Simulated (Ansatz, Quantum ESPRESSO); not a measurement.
**Equation of state of fcc W**

How stiff is fcc W under hydrostatic load? Each row scales the relaxed cell evenly and relaxes the atoms. The symmetry of the cell is held, so distortions that would lower it, which this phase may prefer, aren't tested. The phase is followed to these pressures whether or not it stays the stable one.

Calculated with Ansatz 0.2.0, PBEsol, PAW files of the set soft_1, cutoff 600 eV, Fermi–Dirac smearing 0.05 eV, k-mesh 19×19×19, no spin polarisation, no spin-orbit coupling.

Reference cell, relaxed at zero pressure with PBEsol (Fm-3m): a = 2.8265 Å, b = 2.8265 Å, c = 2.8265 Å, α = 60.00°, β = 60.00°, γ = 60.00°.

```csv
atom,x,y,z
W,0.0000,0.0000,0.0000
```

| V (Å³/atom) | V/V0 | P (GPa) | E − E0 (meV/atom) |
| --- | --- | --- | --- |
| 15.0094 | 0.9400 | 21.253 | 60.4 |
| 15.3287 | 0.9600 | 13.469 | 25.9 |
| 15.6481 | 0.9800 | 6.396 | 6.3 |
| 16.6061 | 1.0400 | −10.969 | 22.6 |
| 16.9255 | 1.0600 | −15.651 | 49.2 |

V0 = 15.9674 Å³ an atom, where the residual pressure P0 is −0.001 GPa. **Question.** Fit the Birch–Murnaghan law and give the pressure and the energy at V = 16.2868 Å³ an atom, a row left out above.

With the Eulerian strain f = ½[(V0/V)^(2/3) − 1] and F = (P − P0)/[3f(1 + 2f)^(5/2)], the third-order law is the line F = B0 + (3/2) B0 (B′ − 4) f.

```csv
f,F (GPa)
0.02106,303.51
0.01379,304.09
0.00678,304.15
−0.01290,302.46
−0.01905,301.75
```

A straight line through the 5 rows: the means are 0.001936 for f and 303.19 for F, Σ(Δx)² = 0.00119 and ΣΔxΔy = 0.06249, so the slope is 0.06249/0.00119 = 52.501 and the intercept 303.19 − (52.501)(0.001936) = 303.09.

Hence B0 = 303.1 GPa and B′ = 4 + (52.5)/(1.5 × 303.1) = 4.12. For the withheld volume f = −0.00656, F = 302.75 GPa and P = −5.76 GPa. The run itself gives −5.77 GPa, so the estimate misses by 0.01 GPa; the fitted rows themselves lie up to 0.05 GPa off the law.

Integrating the same law gives E − E0 = (9/2) B0 V0 f²[1 + (B′ − 4) f] + P0(V0 − V), with 1 GPa Å³ = 6.2415 meV: 5.8 meV an atom. The run itself gives 5.9 meV, so the estimate misses by 0.1 meV, a rounding's worth.

The same fit over all rows at other levels or in other programs gives B0 = 297 GPa with r2SCAN (Ansatz), 302 GPa with PBEsol (Quantum ESPRESSO, PseudoDojo) and 317 GPa with LDA (Quantum ESPRESSO, GBRV).

[Logs are printed without paths, hosts, clocks, repeated set-up lines and the standing remarks that a program may print on its own settings, such as how far it seeks lower states.]
